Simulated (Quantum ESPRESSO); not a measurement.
# H on hollow sites of Ta(110), stepped through the coverage, part 2 of 10

Wanted: a table for H on hollow sites of Ta(110) against the coverage, and what can be fitted to it.

Quantum ESPRESSO 7.5; plane-wave DFT, PBE, GBRV ultrasoft pseudopotentials.

So far. Step 2 (Variable-cell relaxation of the reference):  The last row is no step: it is a fresh SCF in the final cell with a new plane-wave basis, -0 meV from the row before. The relaxed cell has a = 3.317 Å (conventional setting).

## Step 3: Self-consistent run of the reference

A bulk run at that cell gives the reference energy and levels.

Input file ref.bulk.in:

```
&control
  prefix = 'ref.bulk'
  outdir = './out'
  pseudo_dir = './pseudo'
  calculation = 'scf'
  tprnfor = .true.
/
&system
  ibrav = 0
  nat = 1
  ntyp = 1
  ecutwfc = 40
  ecutrho = 200
  occupations = 'smearing'
  smearing = 'mv'
  degauss = 0.02
/
&electrons
  conv_thr = 1e-09
  mixing_beta = 0.4
  electron_maxstep = 120
/
ATOMIC_SPECIES
  Ta  180.9479  ta_pbe_v1.uspp.F.UPF
CELL_PARAMETERS angstrom
  -1.65833248500000 1.65833248500000 1.65833248500000
  1.65833248500000 -1.65833248500000 1.65833248500000
  1.65833248500000 1.65833248500000 -1.65833248500000
ATOMIC_POSITIONS crystal
  Ta  0.000000000000 0.000000000000 0.000000000000
K_POINTS automatic
  17 17 17 0 0 0
```

Command:

```bash
$ OMP_NUM_THREADS=1 mpirun -n 16 pw.x -nk 16 -in ref.bulk.in > ref.bulk.out
```

The program printed:

```text
[banner, memory and clock lines left out]
Program PWSCF v.7.5 starts
[citation notice left out]

[...]
Message from routine setup:
[...]
bravais-lattice index     =            0
     lattice parameter (alat)  =       5.4279  a.u.
     unit-cell volume          =     123.1038 (a.u.)^3
     number of atoms/cell      =            1
     number of atomic types    =            1
     number of electrons       =        13.00
     number of Kohn-Sham states=           11
     kinetic-energy cutoff     =      40.0000  Ry
     charge density cutoff     =     200.0000  Ry
     scf convergence threshold =      1.0E-09
     mixing beta               =       0.4000
     number of iterations used =            8  plain     mixing
     Exchange-correlation= SLA  PW   PBE  PBE
                           (   1   4   3   4   0   0   0)

[...]
PseudoPot. # 1 for Ta read from file:
     ./pseudo/ta_pbe_v1.uspp.F.UPF
     Pseudo is Ultrasoft + core correction, Zval = 13.0
     Generated by new atomic code, or converted to UPF format
     Using radial grid of  921 points,  7 beta functions with:
                l(1) =   0
                l(2) =   0
                l(3) =   1
                l(4) =   1
                l(5) =   2
                l(6) =   2
                l(7) =   3
     Q(r) pseudized with  6 coefficients,  rinner =    1.300   1.300   1.300
                                                       1.300   1.300   1.300
                                                       1.300

     atomic species   valence    mass     pseudopotential
     Ta               13.00   180.94790     Ta( 1.00)

     48 Sym. Ops., with inversion, found

[...]
number of k points=   165  Marzari-Vanderbilt smearing, width (Ry)=  0.0200

     Number of k-points >= 100: set verbosity='high' to print them.

     Dense  grid:     5895 G-vectors     FFT dimensions: (  25,  25,  25)

     Smooth grid:     4189 G-vectors     FFT dimensions: (  24,  24,  24)

     Initial potential from superposition of free atoms

     starting charge      12.9989, renormalised to      13.0000

     negative rho (up, down):  8.761E-02 0.000E+00
     Starting wfcs are   13 randomized atomic wfcs

     per-process dynamical memory:    12.0 Mb

     Self-consistent Calculation

     iteration #  1     ecut=    40.00 Ry     beta= 0.40
     Davidson diagonalization with overlap
     ethr =  1.00E-02,  avg # of iterations =  2.8

     Threshold (ethr) on eigenvalues was too large:
     Diagonalizing with lowered threshold

     Davidson diagonalization with overlap
     ethr =  1.73E-04,  avg # of iterations =  2.2

     negative rho (up, down):  8.943E-02 0.000E+00

     total energy              =    -141.87848287 Ry
     estimated scf accuracy    <       0.02473422 Ry

     iteration #  2     ecut=    40.00 Ry     beta= 0.40
[...]
negative rho (up, down):  9.144E-02 0.000E+00

[...]
total energy              =    -141.87836476 Ry
     estimated scf accuracy    <       0.00420862 Ry

     iteration #  3     ecut=    40.00 Ry     beta= 0.40
[...]
negative rho (up, down):  9.271E-02 0.000E+00

[...]
total energy              =    -141.87902026 Ry
     estimated scf accuracy    <       0.00019454 Ry

     iteration #  4     ecut=    40.00 Ry     beta= 0.40
[...]
negative rho (up, down):  9.264E-02 0.000E+00

[...]
total energy              =    -141.87903051 Ry
     estimated scf accuracy    <       0.00002071 Ry

     iteration #  5     ecut=    40.00 Ry     beta= 0.40
[...]
negative rho (up, down):  9.265E-02 0.000E+00

[...]
total energy              =    -141.87903274 Ry
     estimated scf accuracy    <       0.00000071 Ry

     iteration #  6     ecut=    40.00 Ry     beta= 0.40
[...]
negative rho (up, down):  9.265E-02 0.000E+00

[...]
total energy              =    -141.87903299 Ry
     estimated scf accuracy    <       0.00000005 Ry

     iteration #  7     ecut=    40.00 Ry     beta= 0.40
[...]
negative rho (up, down):  9.264E-02 0.000E+00

[...]
total energy              =    -141.87903298 Ry
     estimated scf accuracy    <          9.0E-09 Ry

     iteration #  8     ecut=    40.00 Ry     beta= 0.40
[...]
negative rho (up, down):  9.264E-02 0.000E+00

[...]
End of self-consistent calculation

     Number of k-points >= 100: set verbosity='high' to print the bands.

     the Fermi energy is    18.3484 ev

!    total energy              =    -141.87903298 Ry
     estimated scf accuracy    <          2.6E-10 Ry
     smearing contrib. (-TS)   =       0.00066154 Ry
     internal energy E=F+TS    =    -141.87969453 Ry

     The total energy is F=E-TS. E is the sum of the following terms:
     one-electron contribution =     -15.76921880 Ry
     hartree contribution      =      14.27309997 Ry
     xc contribution           =     -42.25485214 Ry
     ewald contribution        =     -98.12872356 Ry

     convergence has been achieved in   8 iterations

     negative rho (up, down):  9.264E-02 0.000E+00

     Forces acting on atoms (cartesian axes, Ry/au):

     atom    1 type  1   force =     0.00000000    0.00000000    0.00000000

     Total force =     0.000000     Total SCF correction =     0.000000

[...]
```

Wall time 1.9 s (16 MPI ranks of Arm Neoverse V2, shared host); peak memory 0.09 GiB.

Numbers from this step:

```
free energy : -1930.3626 eV
```

## Step 4: Relaxing the ions of the reference

The free molecule gives the reference for adsorption energies.

System of this step: H₂ molecule in a box. The cell holds 2 atoms: 2 H. Its edges and angles: a = 11.000 Å, b = 11.500 Å, c = 13.000 Å, α = 90.0°, β = 90.0°, γ = 90.0°. Vacuum lies along a, b and c.

Input file ref.gas.in:

```
&control
  prefix = 'ref.gas'
  outdir = './out'
  pseudo_dir = './pseudo'
  nstep = 40
  forc_conv_thr = 0.001
  calculation = 'relax'
/
&system
  ibrav = 0
  nat = 2
  ntyp = 1
  ecutwfc = 40
  ecutrho = 200
  occupations = 'smearing'
  smearing = 'gaussian'
  degauss = 0.002
/
&electrons
  conv_thr = 1e-07
  mixing_beta = 0.4
  electron_maxstep = 120
/
&ions
/
ATOMIC_SPECIES
  H   1.0080  h_pbe_v1.4.uspp.F.UPF
CELL_PARAMETERS angstrom
  11.00000000000000 0.00000000000000 0.00000000000000
  0.00000000000000 11.50000000000000 0.00000000000000
  0.00000000000000 0.00000000000000 13.00000000000000
ATOMIC_POSITIONS crystal
  H   0.500000000000 0.500000000000 0.471153846154
  H   0.500000000000 0.500000000000 0.528846153846
K_POINTS automatic
  1 1 1 0 0 0
```

Command:

```bash
$ OMP_NUM_THREADS=1 mpirun -n 16 pw.x -nk 1 -in ref.gas.in > ref.gas.out
```

The program printed:

```text
[banner, memory and clock lines left out]
Program PWSCF v.7.5 starts

          URL

     Message from routine setup:
     using ibrav=0 with symmetry is DISCOURAGED, use correct ibrav instead

     bravais-lattice index     =            0
     lattice parameter (alat)  =      20.7870  a.u.
     unit-cell volume          =   11097.6361 (a.u.)^3
     number of atoms/cell      =            2
     number of atomic types    =            1
     number of electrons       =         2.00
     number of Kohn-Sham states=            5
     kinetic-energy cutoff     =      40.0000  Ry
     charge density cutoff     =     200.0000  Ry
     scf convergence threshold =      1.0E-07
     mixing beta               =       0.4000
     number of iterations used =            8  plain     mixing
     energy convergence thresh.=      1.0E-04
     force convergence thresh. =      1.0E-03
     Exchange-correlation=  SLA  PW   PBX  PBC
                           (   1   4   3   4   0   0   0)
     nstep                     =           40

     celldm(1)=  20.786987  celldm(2)=   0.000000  celldm(3)=   0.000000
     celldm(4)=   0.000000  celldm(5)=   0.000000  celldm(6)=   0.000000

     crystal axes: (cart. coord. in units of alat)
               a(1) = (   1.000000   0.000000   0.000000 )
               a(2) = (   0.000000   1.045455   0.000000 )
               a(3) = (   0.000000   0.000000   1.181818 )

     reciprocal axes: (cart. coord. in units 2 pi/alat)
               b(1) = (  1.000000  0.000000  0.000000 )
               b(2) = (  0.000000  0.956522  0.000000 )
               b(3) = (  0.000000  0.000000  0.846154 )

     PseudoPot. # 1 for H  read from file:
     ./pseudo/h_pbe_v1.4.uspp.F.UPF
     Pseudo is Ultrasoft, Zval =  1.0
     Generated by new atomic code, or converted to UPF format
     Using radial grid of  615 points,  2 beta functions with:
                l(1) =   0
                l(2) =   0
     Q(r) pseudized with  8 coefficients,  rinner =    0.700

     atomic species   valence    mass     pseudopotential
     H                 1.00     1.00800     H ( 1.00)

      8 Sym. Ops., with inversion, found

   Cartesian axes

     site n.     atom                  positions (alat units)
         1        H      tau(   1) = (   0.5000000   0.5227273   0.5568182  )
         2        H      tau(   2) = (   0.5000000   0.5227273   0.6250000  )

     number of k points=     1  Gaussian smearing, width (Ry)=  0.0020
                       cart. coord. in units 2pi/alat
        k(    1) = (   0.0000000   0.0000000   0.0000000), wk =   2.0000000

     Dense  grid:   530123 G-vectors     FFT dimensions: (  96, 100, 120)

     Smooth grid:   379275 G-vectors     FFT dimensions: (  90,  90, 100)

     Initial potential from superposition of free atoms

     starting charge       2.0000, renormalised to       2.0000

     negative rho (up, down):  3.734E-04 0.000E+00
     Starting wfcs are    2 randomized atomic wfcs +    3 random wfcs

     per-process dynamical memory:    21.4 Mb

     Self-consistent Calculation

     iteration #  1     ecut=    40.00 Ry     beta= 0.40
     Davidson diagonalization with overlap
     ethr =  1.00E-02,  avg # of iterations =  7.0

     negative rho (up, down):  6.838E-04 0.000E+00

     total energy              =      -2.33997634 Ry
     estimated scf accuracy    <       0.11156298 Ry

     iteration #  2     ecut=    40.00 Ry     beta= 0.40
     Davidson diagonalization with overlap
     ethr =  5.58E-03,  avg # of iterations =  1.0

     negative rho (up, down):  9.467E-04 0.000E+00

     total energy              =      -2.32678332 Ry
     estimated scf accuracy    <       0.02747960 Ry

     iteration #  3     ecut=    40.00 Ry     beta= 0.40
     Davidson diagonalization with overlap
     ethr =  1.37E-03,  avg # of iterations =  2.0

     negative rho (up, down):  1.041E-03 0.000E+00

     total energy              =      -2.33005095 Ry
     estimated scf accuracy    <       0.00009308 Ry

     iteration #  4     ecut=    40.00 Ry     beta= 0.40
     Davidson diagonalization with overlap
     c_bands:  3 eigenvalues not converged
     ethr =  4.65E-06,  avg # of iterations = 20.0

     negative rho (up, down):  1.119E-03 0.000E+00

     total energy              =      -2.33004472 Ry
     estimated scf accuracy    <       0.00008326 Ry

     iteration #  5     ecut=    40.00 Ry     beta= 0.40
     Davidson diagonalization with overlap
     c_bands:  1 eigenvalues not converged
     ethr =  4.16E-06,  avg # of iterations = 20.0

     negative rho (up, down):  1.200E-03 0.000E+00

     End of self-consistent calculation

          k = 0.0000 0.0000 0.0000 ( 47391 PWs)   bands (ev):

   -10.3212  -0.2758   0.1841   0.6302   0.7317

     the Fermi energy is    -4.7948 ev

!    total energy              =      -2.33005442 Ry
     estimated scf accuracy    <       0.00000007 Ry
     smearing contrib. (-TS)   =      -0.00000000 Ry
     internal energy E=F+TS    =      -2.33005442 Ry

     The total energy is F=E-TS. E is the sum of the following terms:
     one-electron contribution =      -3.97240809 Ry
     hartree contribution      =       2.10899166 Ry
     xc contribution           =      -1.37333088 Ry
     ewald contribution        =       0.90669289 Ry

     convergence has been achieved in   5 iterations

     Forces acting on atoms (cartesian axes, Ry/au):

     atom    1 type  1   force =     0.00000000    0.00000000   -0.01656851
     atom    2 type  1   force =     0.00000000    0.00000000    0.01656851

     Total force =     0.023431     Total SCF correction =     0.000076

     BFGS Geometry Optimization
     Energy error            =      5.5E-04 Ry
     Gradient error          =      1.7E-02 Ry/Bohr

     number of scf cycles    =   1
     number of bfgs steps    =   0

     energy             new  =      -2.3300544213 Ry

     new trust radius        =       0.0165685131 bohr
     new conv_thr            =       0.0000001000 Ry

ATOMIC_POSITIONS (crystal)
H                0.5000000000        0.5000000000        0.4704794093
H                0.5000000000        0.5000000000        0.5295205907

     XML data file
     NEW-OLD atomic charge density approx. for the potential

     negative rho (up, down):  1.193E-03 0.000E+00

     per-process dynamical memory:    34.5 Mb

     Self-consistent Calculation

     iteration #  1     ecut=    40.00 Ry     beta= 0.40
     Davidson diagonalization with overlap
     c_bands:  1 eigenvalues not converged
     ethr =  1.00E-06,  avg # of iterations = 20.0

     negative rho (up, down):  1.181E-03 0.000E+00

     total energy              =      -2.33019166 Ry
     estimated scf accuracy    <       0.00007782 Ry

     iteration #  2     ecut=    40.00 Ry     beta= 0.40
     Davidson diagonalization with overlap
     ethr =  3.89E-06,  avg # of iterations = 12.0

     negative rho (up, down):  1.176E-03 0.000E+00

     total energy              =      -2.33018665 Ry
     estimated scf accuracy    <       0.00001832 Ry

     iteration #  3     ecut=    40.00 Ry     beta= 0.40
     Davidson diagonalization with overlap
     ethr =  9.16E-07,  avg # of iterations =  2.0

     negative rho (up, down):  1.175E-03 0.000E+00

     total energy              =      -2.33018869 Ry
     estimated scf accuracy    <       0.00000016 Ry

     iteration #  4     ecut=    40.00 Ry     beta= 0.40
     Davidson diagonalization with overlap
     ethr =  8.03E-09,  avg # of iterations =  2.0

     negative rho (up, down):  1.172E-03 0.000E+00

     End of self-consistent calculation

          k = 0.0000 0.0000 0.0000 ( 47391 PWs)   bands (ev):

   -10.2388  -0.2785   0.1441   0.6271   0.6751

     the Fermi energy is    -4.7819 ev

!    total energy              =      -2.33018871 Ry
     estimated scf accuracy    <       0.00000002 Ry
     smearing contrib. (-TS)   =      -0.00000000 Ry
     internal energy E=F+TS    =      -2.33018871 Ry

     The total energy is F=E-TS. E is the sum of the following terms:
     one-electron contribution =      -3.92809960 Ry
     hartree contribution      =       2.08615276 Ry
     xc contribution           =      -1.36271632 Ry
     ewald contribution        =       0.87447445 Ry

     convergence has been achieved in   4 iterations

     Forces acting on atoms (cartesian axes, Ry/au):

     atom    1 type  1   force =     0.00000000    0.00000000    0.00803632
     atom    2 type  1   force =     0.00000000    0.00000000   -0.00803632

     Total force =     0.011365     Total SCF correction =     0.000039
     Energy error            =      1.3E-04 Ry
     Gradient error          =      8.0E-03 Ry/Bohr

     number of scf cycles    =   2
     number of bfgs steps    =   1

     energy             old  =      -2.3300544213 Ry
     energy             new  =      -2.3301887063 Ry

     CASE: energy            _new < energy            _old

     new trust radius        =       0.0054115350 bohr
     new conv_thr            =       0.0000000013 Ry

ATOMIC_POSITIONS (crystal)
H                0.5000000000        0.5000000000        0.4706996909
H                0.5000000000        0.5000000000        0.5293003091

     XML data file
     NEW-OLD atomic charge density approx. for the potential

     negative rho (up, down):  1.173E-03 0.000E+00

     per-process dynamical memory:    36.1 Mb

     Self-consistent Calculation

     iteration #  1     ecut=    40.00 Ry     beta= 0.40
     Davidson diagonalization with overlap
     ethr =  1.00E-06,  avg # of iterations =  2.0

     negative rho (up, down):  1.177E-03 0.000E+00

     total energy              =      -2.33023453 Ry
     estimated scf accuracy    <       0.00000816 Ry

     iteration #  2     ecut=    40.00 Ry     beta= 0.40
     Davidson diagonalization with overlap
     ethr =  4.08E-07,  avg # of iterations =  1.0

     negative rho (up, down):  1.179E-03 0.000E+00

     total energy              =      -2.33023381 Ry
     estimated scf accuracy    <       0.00000212 Ry

     iteration #  3     ecut=    40.00 Ry     beta= 0.40
     Davidson diagonalization with overlap
     ethr =  1.06E-07,  avg # of iterations =  2.0

     negative rho (up, down):  1.180E-03 0.000E+00

     total energy              =      -2.33023410 Ry
     estimated scf accuracy    <       0.00000003 Ry

     iteration #  4     ecut=    40.00 Ry     beta= 0.40
     Davidson diagonalization with overlap
     ethr =  1.32E-09,  avg # of iterations =  2.0

     negative rho (up, down):  1.181E-03 0.000E+00

     total energy              =      -2.33023410 Ry
     estimated scf accuracy    <       0.00000004 Ry

     iteration #  5     ecut=    40.00 Ry     beta= 0.40
     Davidson diagonalization with overlap
     ethr =  1.32E-09,  avg # of iterations =  2.0

     negative rho (up, down):  1.182E-03 0.000E+00

     End of self-consistent calculation

          k = 0.0000 0.0000 0.0000 ( 47391 PWs)   bands (ev):

   -10.2668  -0.2786   0.1570   0.6265   0.6760

     the Fermi energy is    -4.7954 ev

!    total energy              =      -2.33023409 Ry
     estimated scf accuracy    <          2.0E-11 Ry
     smearing contrib. (-TS)   =      -0.00000000 Ry
     internal energy E=F+TS    =      -2.33023409 Ry

     The total energy is F=E-TS. E is the sum of the following terms:
     one-electron contribution =      -3.94251665 Ry
     hartree contribution      =       2.09364958 Ry
     xc contribution           =      -1.36620125 Ry
     ewald contribution        =       0.88483422 Ry

     convergence has been achieved in   5 iterations

     Forces acting on atoms (cartesian axes, Ry/au):

     atom    1 type  1   force =     0.00000000    0.00000000    0.00030169
     atom    2 type  1   force =     0.00000000    0.00000000   -0.00030169

     Total force =     0.000427     Total SCF correction =     0.000001
     Energy error            =      4.5E-05 Ry
     Gradient error          =      3.0E-04 Ry/Bohr

     bfgs converged in   3 scf cycles and   2 bfgs steps
     (criteria: energy <  1.0E-04 Ry, force <  1.0E-03 Ry/Bohr)

     End of BFGS Geometry Optimization

     Final energy             =      -2.3302340898 Ry

     File ./out/ref.gas.bfgs deleted, as requested
Begin final coordinates

ATOMIC_POSITIONS (crystal)
H                0.5000000000        0.5000000000        0.4706996909
H                0.5000000000        0.5000000000        0.5293003091
End final coordinates

     XML data file, charge density, pseudopotentials, collected wavefunctions

                                        0.00s GPU  (     110 calls)
```

Run time: 2.1 s. Hardware: 16 MPI ranks; peak memory 1.3 GiB; 32 s of CPU time.

Step by step:

```tsv
step	energy less that of the first step (eV)	largest force (eV/Å)
1	0.0000	0.4260
2	-0.0018	0.2066
3	-0.0024	0.0078
```

Final coordinates:

```xyz
2
Lattice="11.0000 0.0000 0.0000 0.0000 11.5000 0.0000 0.0000 0.0000 13.0000" Properties=species:S:1:pos:R:3
H     5.5000    5.7500    6.1191
H     5.5000    5.7500    6.8809
```

The relaxation lowers the energy by 1 meV an atom.

This step gave:

* free energy: -31.70 eV
* Fermi energy: -4.795 eV

(Continued in part 3 of 10.)

[Logs are printed without paths, hosts, clocks, repeated set-up lines and the standing remarks that a program may print on its own settings, such as how far it seeks lower states.]

[Hosts, paths, dates, database ids (printed as entryN), source tags and the programs' standing remarks are cut or masked in the printed files.]

[Maps of the electrostatic potential energy from Ansatz leave out the sawtooth potential of an applied field or a dipole correction, so their vacuum need not be flat; planar profiles and work functions include it.]
